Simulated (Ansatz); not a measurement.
**La3InB (Pm-3m): from the cell to its phonons**

Wanted: phonon frequencies of La3InB (Pm-3m) and what follows from them.

Calculated with Ansatz 0.2.0; DFT PBEsol, scalar-relativistic, plane waves, PAW; PAW set soft_1.

**1. Set-up**

It takes space group Pm-3m (No. 221, cubic). The conventional cell has a = 5.329 Å, b = 5.329 Å, c = 5.329 Å, α = 90.00°, β = 90.00°, γ = 90.00°. Nearest to La lie 2 B at 2.66 Å and 4 In at 3.77 Å and 8 La at 3.77 Å. Nearest to In lie 12 La at 3.77 Å. Nearest to B lie 6 La at 2.66 Å. Farther neighbours are not listed.

**2. Bringing the structure to rest**

The cell and atoms are relaxed, since residual forces and stress would shift the frequencies.

The input, input.yaml:

```yaml
crystal:
  lattice:
    - [5.328949, 0.0, 0.0]
    - [0.0, 5.328949, 0.0]
    - [0.0, 0.0, 5.328949]
  atoms:
    - { symbol: La, position: [0.5, 0.0, 0.5] }
    - { symbol: La, position: [0.5, 0.5, 0.0] }
    - { symbol: La, position: [0.0, 0.5, 0.5] }
    - { symbol: In, position: [0.0, 0.0, 0.0] }
    - { symbol: B, position: [0.5, 0.5, 0.5] }
kpoints:
  mp_grid: { grid: [8, 8, 8] }
hamiltonian:
  xc: pbesol
  pseudopotentials: { kind: paw, azcp: { folder: soft_1 }, xc_functional: pbe }
scf:
  occupations: { method: gaussian, width: 0.1 }
output:
  forces: true
  stress: true
  eigenvalues: true
  write_density: true
  write_potential: true
  elf: true
  volumetric_format: npy
relax:
  adjacent_minimum: "off"
  f_tol: 0.005
  max_steps: 80
  cell: { stress_tol: 0.05 }
```

Launch:

```console
> ansatz run input.yaml --threads 4 --pin off --max-ram 10240MiB --backend cpu --events-out ev --progress --plain --runs-dir out
```

Numbers of over 12 decimals in the logs are rounded to 6 here.

The program printed:

```text
Engine: ansatz 0.2.0, x86_64-unknown-linux-gnu
Pseudopotentials: kind: paw
Pseudopotential: La, paw, valence charge 11, recommended cutoff 420 eV (normal), soft_1/La.paw.azcp
Pseudopotential: In, paw, valence charge 13, recommended cutoff 420 eV (normal), soft_1/In.paw.azcp
Pseudopotential: B, paw, valence charge 3, recommended cutoff 420 eV (normal), soft_1/B.paw.azcp
Functional definition: PBEsol
  exchange = pbesol_x
  correlation = pbesol_c
Crystal: 5 atoms, lattice volume = 151.330 Å³
Basis set: ecut = 420 eV, 2945 PW (Γ), exchange–correlation on 72×72×72 points (8 copies of the dense FFT grid, shifted against one another)
Bands: 30, of which v1, the nominal top of the filled ones, is band 25 counted from 1 (24 counted from 0)
Symmetry: 48 space group operations
Space group: Pm-3m (ITA 221), of the structure as read, at distance tolerance 5.3e-5 Å
k-points: 35 of 512
Non-local potential: La, projectors of the file, l = 0: 3, l = 1: 2, l = 2: 2, l = 3: 3
Non-local potential: In, projectors of the file, l = 0: 2, l = 1: 2, l = 2: 2, l = 3: 1
Non-local potential: B, projectors of the file, l = 0: 2, l = 1: 2, l = 2: 1
PAW form: soft (Blöchl's): semilocal exchange-correlation on the pseudo side does not see the compensation charge
PAW frozen core: La, regenerated for the run's functional, and the local potential with it (the file was generated under x = pbe(κ = 0.804, μ = 0.219515), c = pbe(β = 0.066725))
PAW frozen core: In, regenerated for the run's functional, and the local potential with it (the file was generated under x = pbe(κ = 0.804, μ = 0.219515), c = pbe(β = 0.066725))
PAW frozen core: B, regenerated for the run's functional, and the local potential with it (the file was generated under x = pbe(κ = 0.804, μ = 0.219515), c = pbe(β = 0.066725))
PAW one-centre angular grid: La, 590 points (default); XC on 64 Gauss nodes
PAW one-centre angular grid: In, 590 points (default); XC on 64 Gauss nodes
PAW one-centre angular grid: B, 110 points (default); XC on 64 Gauss nodes
Initial density: superposition of atomic densities (chi_scale 0.1, normalization cell, long waves kept (reshape's long-wave potential 0.00 eV rms))
Initial wavefunctions: pseudopotential atomic-orbital guess
Functional: x = pbesol(κ = 0.804, μ = 0.123457), c = pbesol(β = 0.046)
SCF iter   1: F=—  HF=-24168.674161 eV  |F-HF|=—  |Δ(HF+E_count)|=         —  Δρ=6.55e-2  dr2=2.72e1  ethr=3.10e-3  ⟨swp⟩=5.3  Hψ=5115  notcnv=0
preconditioner: auto → Kerker (q_TF=auto, 2.261 Å⁻¹)  [metal: Δε(μ)=0.010 eV  Ē_g=10.944 eV  σ=0.100 eV  W_gap=0.05  n_scr=26 (ndim 8)  ℏωp=19.8 eV  f_vac=0.000  D(μ)=6.85/eV (n_scr^D=56)]
SCF iter   2: F=—  HF=-24164.116899 eV  |F-HF|=—  |Δ(HF+E_count)|=    4.56e0  Δρ=2.41e-2  dr2=4.20e0  ethr=3.10e-3  ⟨swp⟩=4.2  Hψ=2387  notcnv=0  defer=24
SCF iter   3: F=—  HF=-24163.326763 eV  |F-HF|=—  |Δ(HF+E_count)|=   7.90e-1  Δρ=1.01e-2  dr2=4.02e-1  ethr=3.10e-3  ⟨swp⟩=3.5  Hψ=1900  notcnv=0  defer=16
SCF iter   4: F=—  HF=-24163.228788 eV  |F-HF|=—  |Δ(HF+E_count)|=   9.80e-2  Δρ=1.66e-3  dr2=6.25e-3  ethr=8.20e-4  ⟨swp⟩=3.1  Hψ=1889  notcnv=0  defer=22
SCF iter   5: F=—  HF=-24163.228652 eV  |F-HF|=—  |Δ(HF+E_count)|=   1.36e-4  Δρ=6.62e-4  dr2=9.88e-4  ethr=1.28e-5  ⟨swp⟩=2.1  Hψ=1552  notcnv=0  defer=22
SCF iter   6: F=—  HF=-24163.228570 eV  |F-HF|=—  |Δ(HF+E_count)|=   8.16e-5  Δρ=1.92e-4  dr2=7.34e-5  ethr=2.02e-6  ⟨swp⟩=2.1  Hψ=1682  notcnv=0  defer=22
SCF iter   7: F=—  HF=-24163.228526 eV  |F-HF|=—  |Δ(HF+E_count)|=   4.46e-5  Δρ=6.60e-5  dr2=8.81e-6  ethr=1.50e-7  ⟨swp⟩=2.0  Hψ=1462  notcnv=0  defer=22
SCF iter   8: F=—  HF=-24163.228524 eV  |F-HF|=—  |Δ(HF+E_count)|=   1.45e-6  Δρ=2.21e-5  dr2=1.62e-6  ethr=1.80e-8  ⟨swp⟩=2.0  Hψ=1385  notcnv=0  defer=22
SCF iter   9: F=-24163.228524 eV  HF=-24163.228524 eV  |F-HF|=7.97e-9  |Δ(HF+E_count)|=   2.95e-7  Δρ=5.29e-6  dr2=5.34e-8  ethr=2.04e-10  ⟨swp⟩=16.9  Hψ=9666  notcnv=0
SCF 1 converged in 9 iterations: F = -24163.228524 eV  dr2 = 5.34e-8
  greatest PAW one-centre occupation: 0.980 electrons in one spin orbital (limit 2), on the In atom at site 3 (counted from 0), in its partial waves of l = 2
relax step   1: F+E_penalty+E_count = -24163.22852394 eV  Δ(F+E_penalty+E_count) = +0.000e0 eV  max|allowed force component| = 9.210e-30 eV/Å  Δτ_max = 0.0000 Å  P = -2.035 GPa  Ω = 151.330 Å³  (9 SCF iters, dr2 threshold 1.00e-7 eV, accepted)
Crystal: 5 atoms, lattice volume = 140.536 Å³
Basis set: ecut = 420 eV, 2777 PW (Γ), exchange–correlation on 72×72×72 points (8 copies of the dense FFT grid, shifted against one another)
Initial density: handed on by an earlier stage of this run
Initial wavefunctions: those handed on with the density
iter 1 solved again at ethr=7.18e-4 eV; its pass at ethr=3.10e-3 eV (dr2=3.52e-1 eV) is discarded
SCF iter   1: F=—  HF=-24163.324995 eV  |F-HF|=—  |Δ(HF+E_count)|=         —  Δρ=8.04e-3  dr2=3.77e-1  ethr=7.18e-4  ⟨swp⟩=1.0  Hψ=7011  notcnv=0
eigensolver tolerance schedule calibrated: the retry pair's looser diagonalisation under-reported the residual by θ = 0.07 (0.11/decade); ethr = c·dr2/N_el runs at the constant in force after the calibration composes with the one it found (an armed cap, an earlier calibration), c = 9.0e-2
preconditioner: auto → Kerker (q_TF=auto, 2.289 Å⁻¹)  [metal: Δε(μ)=0.032 eV  Ē_g=11.640 eV  σ=0.100 eV  W_gap=0.18  n_scr=26 (ndim 8)  ℏωp=20.5 eV  f_vac=0.000  D(μ)=4.86/eV (n_scr^D=32)]
SCF iter   2: F=—  HF=-24163.266887 eV  |F-HF|=—  |Δ(HF+E_count)|=   5.81e-2  Δρ=2.75e-3  dr2=4.71e-2  ethr=6.95e-4  ⟨swp⟩=2.2  Hψ=1449  notcnv=0
SCF iter   3: F=—  HF=-24163.257511 eV  |F-HF|=—  |Δ(HF+E_count)|=   9.38e-3  Δρ=9.93e-4  dr2=3.74e-3  ethr=8.67e-5  ⟨swp⟩=2.0  Hψ=1610  notcnv=0  defer=1
SCF iter   4: F=—  HF=-24163.256415 eV  |F-HF|=—  |Δ(HF+E_count)|=   1.10e-3  Δρ=1.83e-4  dr2=3.98e-5  ethr=6.88e-6  ⟨swp⟩=2.1  Hψ=1866  notcnv=0  defer=1
SCF iter   5: F=—  HF=-24163.256411 eV  |F-HF|=—  |Δ(HF+E_count)|=   3.94e-6  Δρ=5.87e-5  dr2=5.58e-6  ethr=7.33e-8  ⟨swp⟩=2.0  Hψ=1278  notcnv=0  defer=1
SCF iter   6: F=-24163.256411 eV  HF=-24163.256411 eV  |F-HF|=1.01e-7  |Δ(HF+E_count)|=   1.81e-7  Δρ=1.45e-5  dr2=4.37e-7  ethr=9.21e-10  ⟨swp⟩=15.4  Hψ=9491  notcnv=0
SCF 2 converged in 6 iterations: F = -24163.256411 eV  dr2 = 4.37e-7
relax step   2: F+E_penalty+E_count = -24163.25641072 eV  Δ(F+E_penalty+E_count) = -2.789e-2 eV  max|allowed force component| = 4.345e-30 eV/Å  Δτ_max = 0.0000 Å  P = +1.426 GPa  Ω = 140.536 Å³  energy of the carried Pulay correction = +1.055e-3 eV  (6 SCF iters, dr2 threshold 5.00e-7 eV, accepted)
Crystal: 5 atoms, lattice volume = 144.791 Å³
Basis set: ecut = 420 eV, 2801 PW (Γ), exchange–correlation on 72×72×72 points (8 copies of the dense FFT grid, shifted against one another)
iter 1 solved again at ethr=1.63e-4 eV; its pass at ethr=3.10e-3 eV (dr2=8.00e-2 eV) is discarded
SCF iter   1: F=—  HF=-24163.286903 eV  |F-HF|=—  |Δ(HF+E_count)|=         —  Δρ=3.58e-3  dr2=8.32e-2  ethr=1.63e-4  ⟨swp⟩=1.1  Hψ=6944  notcnv=0
preconditioner: auto → Kerker (q_TF=auto, 2.278 Å⁻¹)  [metal: Δε(μ)=0.027 eV  Ē_g=11.725 eV  σ=0.100 eV  W_gap=0.15  n_scr=26 (ndim 8)  ℏωp=20.2 eV  f_vac=0.000  D(μ)=6.59/eV (n_scr^D=56)]
SCF iter   2: F=—  HF=-24163.275052 eV  |F-HF|=—  |Δ(HF+E_count)|=   1.19e-2  Δρ=1.09e-3  dr2=7.29e-3  ethr=1.63e-4  ⟨swp⟩=2.0  Hψ=1285  notcnv=0
SCF iter   3: F=—  HF=-24163.273694 eV  |F-HF|=—  |Δ(HF+E_count)|=   1.36e-3  Δρ=4.22e-4  dr2=5.95e-4  ethr=1.49e-5  ⟨swp⟩=2.1  Hψ=1472  notcnv=0
SCF iter   4: F=—  HF=-24163.273517 eV  |F-HF|=—  |Δ(HF+E_count)|=   1.77e-4  Δρ=7.62e-5  dr2=8.61e-6  ethr=1.22e-6  ⟨swp⟩=2.0  Hψ=1686  notcnv=0
SCF iter   5: F=—  HF=-24163.273506 eV  |F-HF|=—  |Δ(HF+E_count)|=   1.07e-5  Δρ=3.01e-5  dr2=1.13e-6  ethr=1.02e-9  ⟨swp⟩=15.6  Hψ=10906  notcnv=0
SCF iter   6: F=-24163.273506 eV  HF=-24163.273506 eV  |F-HF|=2.93e-8  |Δ(HF+E_count)|=   3.46e-8  Δρ=8.47e-6  dr2=1.59e-7  ethr=1.02e-9  ⟨swp⟩=10.5  Hψ=7814  notcnv=0
SCF 3 converged in 6 iterations: F = -24163.273506 eV  dr2 = 1.59e-7
relax step   3: F+E_penalty+E_count = -24163.27350630 eV  Δ(F+E_penalty+E_count) = -1.710e-2 eV  max|allowed force component| = 1.359e-29 eV/Å  Δτ_max = 0.0000 Å  P = -0.074 GPa  Ω = 144.791 Å³  energy of the carried Pulay correction = +6.300e-4 eV  (6 SCF iters, dr2 threshold 5.00e-7 eV, accepted)
[...]
relax step   4: F+E_penalty+E_count = -24163.27357978 eV  Δ(F+E_penalty+E_count) = -7.347e-5 eV  max|allowed force component| = 3.037e-30 eV/Å  Δτ_max = 0.0000 Å  P = -0.002 GPa  Ω = 144.574 Å³  energy of the carried Pulay correction = +6.514e-4 eV  (5 SCF iters, dr2 threshold 1.38e-8 eV, accepted)
Initial wavefunctions: pseudopotential atomic-orbital guess (no wavefunctions were taken with the density)
iter 1 solved again at ethr=2.23e-7 eV; its pass at ethr=3.10e-3 eV (dr2=1.09e-4 eV) is discarded
SCF iter   1: F=—  HF=-24163.273036 eV  |F-HF|=—  |Δ(HF+E_count)|=         —  Δρ=2.89e-5  dr2=1.91e-7  ethr=2.23e-7  ⟨swp⟩=5.1  Hψ=8348  notcnv=0
preconditioner: auto → Kerker (q_TF=auto, 2.278 Å⁻¹)  [metal: Δε(μ)=0.013 eV  Ē_g=11.701 eV  σ=0.100 eV  W_gap=0.07  n_scr=26 (ndim 8)  ℏωp=20.3 eV  f_vac=0.000  D(μ)=6.10/eV (n_scr^D=56)]
SCF iter   2: F=—  HF=-24163.273028 eV  |F-HF|=—  |Δ(HF+E_count)|=   8.07e-6  Δρ=1.49e-5  dr2=5.45e-8  ethr=3.91e-10  ⟨swp⟩=2.4  Hψ=1848  notcnv=0
SCF iter   3: F=—  HF=-24163.273028 eV  |F-HF|=—  |Δ(HF+E_count)|=   8.41e-8  Δρ=3.10e-6  dr2=4.72e-9  ethr=1.11e-10  ⟨swp⟩=2.0  Hψ=1436  notcnv=0
SCF iter   4: F=—  HF=-24163.273028 eV  |F-HF|=—  |Δ(HF+E_count)|=   1.58e-9  Δρ=2.86e-7  dr2=1.20e-10  ethr=9.62e-12  ⟨swp⟩=2.0  Hψ=1540  notcnv=0
SCF iter   5: F=-24163.273028 eV  HF=-24163.273028 eV  |F-HF|=2.55e-11  |Δ(HF+E_count)|=  1.82e-11  Δρ=1.02e-7  dr2=3.32e-11  ethr=1.00e-12  ⟨swp⟩=7.6  Hψ=5581  notcnv=0
SCF 5 converged in 5 iterations: F = -24163.273028 eV  dr2 = 3.32e-11
relax step   5: F+E_penalty+E_count = -24163.27302823 eV  Δ(F+E_penalty+E_count) = +5.515e-4 eV  max|allowed force component| = 1.261e-30 eV/Å  Δτ_max = 0.0000 Å  P = -0.007 GPa  Ω = 144.574 Å³  stress off target by 7.12e-3 GPa  SCF on the basis re-selected at this cell (its energy is not comparable with the rows above)  (5 SCF iters)
basis re-selected at this cell: Δ(F+E_penalty+E_count) = +5.515e-4 eV, ΔP = -0.005 GPa vs the last step (what re-selecting the basis moved, of the pressure what is left beyond the Pulay correction that the steps carried, after the strain that the cell walked since its last selection, with what the two solves' SCF thresholds leave and, on support functions, any second-order correction that the steps lacked; it is no m [...]
SCF converged after 5 iterations
Free energy (F): -24163.273028 eV
Harris-Foulkes:  -24163.273028 eV  (|F-HF|=2.55e-11)
Internal energy: -24163.242518 eV  (E = F + TS)
E sigma→0 (E₀):  -24163.257773 eV
Entropy (-TS):   -0.030510 eV (-6.102 meV/atom)
Fermi energy:    10.104374 eV
--- Per-component energies (eV) ---
  E_band       = -147.558567
  E_kinetic    = 823.379494
  E_local      = -2108.825925  (includes V_loc(G=0)·N_el)
  E_nonlocal   = 603.918131
  E_hartree    = 798.214979
  E_xc         = -599.377082
  E_vxc        = -561.537012  (∫ρ·V_xc dr)
  E_paw        = -20197.977963  (= ΣΔE_a)
  E_vpaw       = -500.923445  (= ΣTr[D̂ρ^β])
  E_aug_tail   = 0.000143  (compensation charges beyond the density's cutoff)
  E_ewald      = -3483.332019
  E_core_change = 0.757723  (= ΣΔE_core)
  E_smearing   = -0.030510  (= −TS)
  E_closure    = -0.000000  (closes the sum)
  Σ components = -24163.273028   (vs F -24163.273028, Δ=0.00e0)
--- Forces (eV/Å), atoms counted from 1 ---
  atom   1  La     0.00000000     0.00000000     0.00000000
  atom   2  La     0.00000000     0.00000000     0.00000000
  atom   3  La     0.00000000    -0.00000000    -0.00000000
  atom   4  In     0.00000000    -0.00000000     0.00000000
  atom   5  B      0.00000000    -0.00000000     0.00000000
  max |Σ_I F_I| component: 4.29e-30 eV/Å
--- Stress (GPa, compression-positive) ---
       -0.007123       0.000000       0.000000
        0.000000      -0.007123      -0.000000
        0.000000      -0.000000      -0.007123
  P = ⅓ Tr σ = -0.0071 GPa (-0.071 kbar)
--- Band table (eV; the first three rows and the last of 35) ---
  k-point 0: bands = [... 21 lower, 9.7567, 9.7567, 9.7567, 11.0585, 11.0585, 11.0585, 11.2381, 11.2381, ... 1 higher]
  k-point 1: bands = [... 21 lower, 9.7652, 9.7912, 9.8619, 10.7465, 10.9744, 10.9744, 11.1081, 11.2884, ... 1 higher]
  k-point 2: bands = [... 21 lower, 9.7842, 9.8824, 9.9318, 10.2433, 10.7450, 10.7450, 11.1733, 11.5153, ... 1 higher]
  k-point 34: bands = [... 21 lower, 7.6319, 10.5593, 10.5593, 10.5593, 11.7678, 11.7678, 11.7678, 11.9200, ... 1 higher]
--- Relaxed structure (4 steps of the walk, 4 accepted, 1 SCFs on fresh bases) ---
  F+E_penalty+E_count = -24163.27302823 eV   max|allowed force component| = 1.261e-30 eV/Å   (the final SCF, on the basis selected at the relaxed cell)
  cell:  # Å, volume = 144.5742 Å³
    - [5.248441, 0, 0]
    - [0, 5.248441, 0.0]
    - [0, 0.0, 5.248441]
  atoms:
    - { symbol: La, position: [0.5, 0, 0.5] }
    - { symbol: La, position: [0.5, 0.5, 0] }
    - { symbol: La, position: [0, 0.5, 0.5] }
    - { symbol: In, position: [0, 0, 0] }
    - { symbol: B, position: [0.5, 0.5, 0.5] }
```

Wall time 10 s (4 threads of AMD EPYC 9B14 (Zen 4), shared host); peak memory 0.65 GiB; 39 s of CPU time.

Relaxation path:

| step | energy less that of the first step (eV) | largest force component (eV/Å) | pressure (GPa) | volume (Å³) |
| --- | --- | --- | --- | --- |
| 1 | 0.0000 | 0.0000 | -2.04 | 151.33 |
| 2 | -0.0279 | 0.0000 | 1.43 | 140.54 |
| 3 | -0.0450 | 0.0000 | -0.07 | 144.79 |
| 4 | -0.0451 | 0.0000 | 0.00 | 144.57 |
| 5* | -0.0445 | 0.0000 | -0.01 | 144.57 |

Relaxation steps marked * repeat the geometry before them on a plane-wave basis chosen anew for their cell, so energy and pressure can jump there.

The run keeps the 48 symmetry operations that it works with, so distortions that break them were not tested.

| conventional cell, symmetrised | before | after | change |
| --- | --- | --- | --- |
| a (Å) | 5.329 | 5.248 | -1.5 % |
| b (Å) | 5.329 | 5.248 | -1.5 % |
| c (Å) | 5.329 | 5.248 | -1.5 % |
| volume (Å³/atom) | 30.27 | 28.91 | -4.5 % |

Final coordinates:

```cif
data_structure
_symmetry_space_group_name_H-M 'P 1'
_symmetry_Int_Tables_number 1
_cell_length_a 5.2484
_cell_length_b 5.2484
_cell_length_c 5.2484
_cell_angle_alpha 90.000
_cell_angle_beta 90.000
_cell_angle_gamma 90.000
_cell_volume 144.57
loop_
_atom_site_label
_atom_site_type_symbol
_atom_site_fract_x
_atom_site_fract_y
_atom_site_fract_z
_atom_site_occupancy
La1 La 0.50000 0.00000 0.50000 1
La2 La 0.50000 0.50000 0.00000 1
La3 La 0.00000 0.50000 0.50000 1
In4 In 0.00000 0.00000 0.00000 1
B5 B 0.50000 0.50000 0.50000 1
```

Numbers from this step:

- pressure: -0.007123 GPa
- volume per atom: 28.91 Å³
- gap on the k-mesh: 0 eV

Electrostatic potential energy in the ac plane at fractional y = 0.500, with atoms of La and B within 0.2 Å of it. With pseudopotentials it is smooth inside the atoms' cores, unlike the true potential.

Ten even steps from '0' (-31 eV) to '9' (13 eV), each cell a mean:
```
99985013027999
99987410258999
89998766789998
67899988999876
02689876899741
30378610388501
50278500278503
10489743688620
34789988899863
78899888899988
99998643578999
99986200047999
99985035127999
```
Columns run along a (5.2 Å; values clipped at the 3rd and 97th percentile), rows up along c (5.2 Å). Atoms in or near the plane, at fractional coordinates: La at (0.50, 0.00), La at (0.00, 0.50), B at (0.50, 0.50).

ELF in the ac plane at fractional y = 0.500, with atoms of La and B within 0.2 Å of it. It is the smooth field of the valence electrons, not physical close to the nuclei.

Ten even steps from '0' (0.07) to '9' (0.80), each cell a mean:
```
42017953894013
10004899971001
10001356420000
75113444441036
99625888973389
38935842683695
06945820583792
79835976883598
98414777762269
32001233321013
00002688740000
21006987993012
43028920695014
```
Columns run along a (5.2 Å), rows up along c (5.2 Å). Atoms in or near the plane, at fractional coordinates: La at (0.50, 0.00), La at (0.00, 0.50), B at (0.50, 0.50).

Valence density in the ac plane at fractional y = 0.500, with atoms of La and B within 0.2 Å of it. It is the smooth field of the valence electrons, not physical close to the nuclei.

Ten even steps from '_' (0.1 e/Å³) to '@' (1.8 e/Å³), each cell a mean:
```
________--##@@@@@@++..______
________..==####**::________
__________..::--::..________
::..______........______..::
##**::......::::::..__..==##
@@@@++::..::------::..--##@@
@@@@**::..::--::--::..--%%@@
@@%%==....::----::....::**@@
++--..____....::....__..::==
..________........________..
__________::==++--..________
________::**%%@@%%==..______
________--%%@@@@@@**..______
```
Columns run along a (5.2 Å), rows up along c (5.2 Å). Atoms in or near the plane, at fractional coordinates: La at (0.50, 0.00), La at (0.00, 0.50), B at (0.50, 0.50).

In this step the volume went from 30.27 to 28.91 Å³/atom.

**3. Relaxing to small forces for the phonons**

Phonons need a cell at rest on their own settings, so the relaxation is repeated with tight tolerances on forces and stress, using the mesh and the filling of the phonon run that follows.

input.yaml, the sections that differ from step 2:

```yaml
crystal:
  lattice:
    - [5.2484405256, 0.0, 0.0]
    - [0.0, 5.2484405256, 0.0]
    - [0.0, 0.0, 5.2484405256]
  atoms:
    - { symbol: La, position: [0.5, 0.0, 0.5] }
    - { symbol: La, position: [0.5, 0.5, 0.0] }
    - { symbol: La, position: [0.0, 0.5, 0.5] }
    - { symbol: In, position: [0.0, 0.0, 0.0] }
    - { symbol: B, position: [0.5, 0.5, 0.5] }
scf:
  occupations: { method: methfessel_paxton, width: 0.2 }
output:
  forces: true
  stress: true
  eigenvalues: true
relax:
  adjacent_minimum: "off"
  f_tol: 0.001
  max_steps: 60
  cell: { stress_tol: 0.01 }
# kpoints, hamiltonian: as in step 2
```

The program printed:

```text
[...]
Crystal: 5 atoms, lattice volume = 144.574 Å³
Basis set: ecut = 420 eV, 2801 PW (Γ), exchange–correlation on 72×72×72 points (8 copies of the dense FFT grid, shifted against one another)
Bands: 30, of which v1, the nominal top of the filled ones, is band 25 counted from 1 (24 counted from 0)
Symmetry: 48 space group operations
[...]
k-points: 35 of 512
[...]
--- Relaxed structure (3 steps of the walk, 3 accepted, 1 SCFs on fresh bases) ---
[...]
cell:  # Å, volume = 144.4782 Å³
    - [5.247279, 0, 0]
    - [0, 5.247279, 0]
    - [0, 0, 5.247279]
  atoms:
    - { symbol: La, position: [0.5, 0, 0.5] }
    - { symbol: La, position: [0.5, 0.5, 0] }
    - { symbol: La, position: [0, 0.5, 0.5] }
    - { symbol: In, position: [0, 0, 0] }
    - { symbol: B, position: [0.5, 0.5, 0.5] }
[key lines of the parts left out:]
SCF converged after 5 iterations
Free energy (F): -24163.260225 eV
Fermi energy:    10.105597 eV
P = ⅓ Tr σ = -0.0001 GPa (-0.001 kbar)
```

Wall time 7 s (4 threads); peak memory 0.64 GiB.

Little changed from the start: no atom moved by 0.005 Å and no cell edge by 0.1 %.

Numbers from this step:

* pressure: -8.01e-5 GPa
* volume per atom: 28.90 Å³

The forces vanish by symmetry and the pressure is 0.000 GPa, within the tolerances set. The cell now holds 28.90 Å³/atom.

(Continued in part 2 of 2.)

[Logs are printed without paths, hosts, clocks, repeated set-up lines and the standing remarks that a program may print on its own settings, such as how far it seeks lower states.]

[Hosts, paths, dates, database ids (printed as entryN), source tags and the programs' standing remarks are cut or masked in the printed files.]
